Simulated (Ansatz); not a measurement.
# ρ(T) of LaSi3Rh (I4mm) in two numbers

Aim: condense the phonon-limited resistivity of LaSi3Rh (I4mm) into a transport Debye temperature and an amplitude, and test the fit on a temperature held back.

The resistivities were computed with Ansatz 0.2.0 (DFT PBEsol, scalar-relativistic, plane waves, PAW) from the linearised Boltzmann equation with harmonic phonons, on q 4×4×4, k 12×12×12, scattering 20×20×20; the fit below is done by hand on them.

## Step 1: The data

It takes space group I4mm (No. 107, tetragonal). The conventional cell has a = 4.239 Å, b = 4.239 Å, c = 9.793 Å, α = 90.00°, β = 90.00°, γ = 90.00°. La on site a is surrounded by 12 Si at 3.12 to 3.33 Å and 5 Rh at 3.36 to 3.39 Å. Si on site a has 1 Rh at 2.37 Å and 4 Si at 2.58 Å and 4 La at 3.12 Å as nearest neighbours. Si on site b has 2 Rh at 2.37 Å and 6 Si at 2.58 to 3.00 Å and 4 La at 3.15 to 3.33 Å as nearest neighbours. Rh on site a is surrounded by 5 Si at 2.37 Å and 5 La at 3.36 to 3.39 Å.

This is the relaxed cell of the run, from steps not shown here.

The mean resistivity of the three axes from 50 to 800 K, with one row held back; the colder rows stay outside the fit and test it at the end:

```
T (K)  ρ (μΩ cm)
   50     0.8867
   80      3.191
  100      5.199
  150      10.90
  200      16.79
  273      25.07
  300      28.02
  400      38.47
  500          ?
  600      57.68
  800      75.36
```

## Step 2: The fit

Bloch and Grüneisen's form is ρ(T) = A (T/Θ)⁵ J₅(Θ/T), with J₅(z) the integral of x⁵/((eˣ − 1)(1 − e⁻ˣ)) from 0 to z. It goes as T⁵ far below Θ and as A T/(4Θ) far above. For a trial Θ the best A is the geometric mean of ρ/[(T/Θ)⁵ J₅] over the rows, and the scatter of that ratio measures the fit:

```
Θ (K)  A (μΩ cm)  scatter (%)
  198      61.25         30.1
  264      90.54         16.1
  296      107.4          9.1
  330      127.5          4.2
  364      150.1          9.2
  412      187.1         20.2
  496      268.1         39.7
```

The scatter is least at Θ = 330 K, with A = 127.5 μΩ cm (4.2 % r.m.s.).

```
T (K)  computed     fit
   50    0.8867  0.8329
   80     3.191   3.410
  100     5.199   5.576
  150     10.90   11.20
  200     16.79   16.67
  273     25.07   24.33
  300     28.02   27.11
  400     38.47   37.20
  600     57.68   56.98
  800     75.36   76.53
```

## Step 3: The row held back

At T = 500 K, Θ/T = 0.660, J₅ = 0.04631 and (T/Θ)⁵ = 7.985, so the fit gives 47.13 μΩ cm. The computed value is 48.31 μΩ cm: the fit is off by -2.44 %. Outside its range, at 20 K, it gives 0.0130 against 0.0199 μΩ cm computed, 0.65 times that; at that temperature the run's own test moves by 6 % between meshes in the component that moves most. Among the rows used, the largest miss is +7.3 %, at 100 K.

## Step 4: What the two numbers mean

Θ = 330 K is 1.31 times ħω_log/k_B (253 K) and 0.56 of the highest phonon frequency (586 K). The high-temperature slope of the fit, A/(4Θ), is 0.0966 μΩ cm/K. The same slope from the run's transport coupling and plasma energy, 2π k_B λ_tr/(ħ ε₀ ω_p²) with λ_tr = 0.45, 0.45, 0.417 (xx, yy, zz) and ħω_p = 4.29, 4.29, 3.82 (xx, yy, zz) eV, is 0.104 μΩ cm/K in the mean of the axes, +7.6 % from it. For comparison, the computed rows rise by 0.0884 μΩ cm/K between the two hottest.

## Step 5: What came out

| Item | Value |
| --- | --- |
| Θ | 330 K |
| A | 127.5 μΩ cm |
| scatter of the fit | 4.2 % |
| held-back row at 500 K, fit against computed | 47.13 against 48.31 μΩ cm |

In words: Two numbers, Θ = 330 K and A = 127 μΩ cm, hold the computed ρ(T) from 50 to 800 K within 4.19 % r.m.s. and predict the held-back row within 2.44 %. At 20 K, outside the rows fitted, it gives 0.65 times the computed value. The misses are not random: the largest is +7.3 %, at 100 K. By the run's own test the resistivity at 300 K moves by 3 % between its two finest scattering meshes, in the component that moves most. The mean hides an anisotropy: at 300 K the components are 26.5, 26.5, 31 (xx, yy, zz) μΩ cm. Spin–orbit coupling is left out. The fit describes the calculation: impurities, thermal expansion, changes of phase and anharmonicity are in neither.

[Logs are printed without paths, hosts, clocks, repeated set-up lines and the standing remarks that a program may print on its own settings, such as how far it seeks lower states.]

[Hosts, paths, dates, database ids (printed as entryN), source tags and the programs' standing remarks are cut or masked in the printed files.]
